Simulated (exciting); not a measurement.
KLuS2, space group R-3m, K K edge of atom 2, with 6 S at 3.15 Å (distorted octahedral, site symmetry -3m); the tensor is averaged over the atoms equivalent by symmetry. Method: exciting, all-electron LAPW+lo, LDA, exchange and screened direct term (singlet BSE), 3×3×3 shifted k points, 44 conduction bands, |G+q| up to 3 bohr⁻¹, full RPA screening with nempty = 74, Lorentzian half width 0.45 eV.

```xyz
4
Lattice="1.9745 1.1400 7.2903 -1.9745 1.1400 7.2903 0.0000 -2.2800 7.2903" Properties=species:S:1:pos:R:3 pbc="T T T"
Lu    0.0000    0.0000   10.9355
K     0.0000    0.0000    0.0000
S     0.0000    0.0000   16.7600
S     0.0000    0.0000    5.1110
```

Energy from the Kohn–Sham onset, core level to the lowest empty state found on the meshes used; scaled to the maximum of the polarisation mean:

| E (eV) | curve 1 | curve 2 |
| --- | --- | --- |
| -3.5 | 0.03 | 0.02 |
| -3.0 | 0.03 | 0.02 |
| -2.5 | 0.04 | 0.03 |
| -2.0 | 0.05 | 0.03 |
| -1.5 | 0.07 | 0.04 |
| -1.0 | 0.10 | 0.05 |
| -0.5 | 0.18 | 0.06 |
| 0.0 | 0.35 | 0.09 |
| 0.5 | 0.62 | 0.14 |
| 1.0 | 1.00 | 0.23 |
| 1.5 | 1.12 | 0.45 |
| 2.0 | 1.02 | 0.97 |
| 2.5 | 0.87 | 1.03 |
| 3.0 | 0.78 | 1.03 |
| 3.5 | 0.61 | 0.88 |
| 4.0 | 0.43 | 0.82 |
| 4.5 | 0.37 | 0.68 |
| 5.0 | 0.41 | 0.63 |
| 5.5 | 0.48 | 0.68 |
| 6.0 | 0.51 | 0.75 |
| 6.5 | 0.56 | 0.72 |
| 7.0 | 0.60 | 0.96 |
| 7.5 | 0.68 | 1.19 |
| 8.0 | 0.81 | 1.02 |
| 8.5 | 0.92 | 0.64 |
| 9.0 | 0.82 | 0.42 |
| 9.5 | 0.59 | 0.33 |
| 10.0 | 0.54 | 0.29 |
| 10.5 | 0.54 | 0.27 |
| 11.0 | 0.46 | 0.25 |
| 11.5 | 0.39 | 0.26 |
| 12.0 | 0.39 | 0.28 |
| 12.5 | 0.40 | 0.30 |
| 13.0 | 0.40 | 0.28 |
| 13.5 | 0.35 | 0.31 |
| 14.0 | 0.37 | 0.42 |
| 14.5 | 0.40 | 0.48 |
| 15.0 | 0.45 | 0.52 |
| 15.5 | 0.41 | 0.51 |
| 16.0 | 0.34 | 0.58 |
| 16.5 | 0.32 | 0.54 |
| 17.0 | 0.28 | 0.44 |
| 17.5 | 0.25 | 0.43 |
| 18.0 | 0.24 | 0.43 |
| 18.5 | 0.28 | 0.39 |
| 19.0 | 0.32 | 0.33 |
| 19.5 | 0.40 | 0.36 |
| 20.0 | 0.47 | 0.42 |
| 20.5 | 0.51 | 0.35 |
| 21.0 | 0.46 | 0.27 |

The curves are the diagonal elements of Im ε for ε ∥ c and ⊥ c. Which is which?

Curve 1: ε ⊥ c, maxima 1.6 eV (1.14), 8.6 eV (0.93) and 10.3 eV (0.55); 3 lower ones aren't listed. Curve 2: ε ∥ c, maxima 2.2 eV (1.10), 2.9 eV (1.04) and 7.6 eV (1.20); 5 lower ones aren't listed. A K edge probes the empty p states along ε, which follow the bonds' lengths and directions.

[Banner, clock and machine lines of the logs are left out without a mark of their own.]

[Logs are printed without paths, hosts, clocks, repeated set-up lines and the standing remarks that a program may print on its own settings, such as how far it seeks lower states.]

[Hosts, paths, dates, database ids (printed as entryN), source tags and the programs' standing remarks are cut or masked in the printed files.]
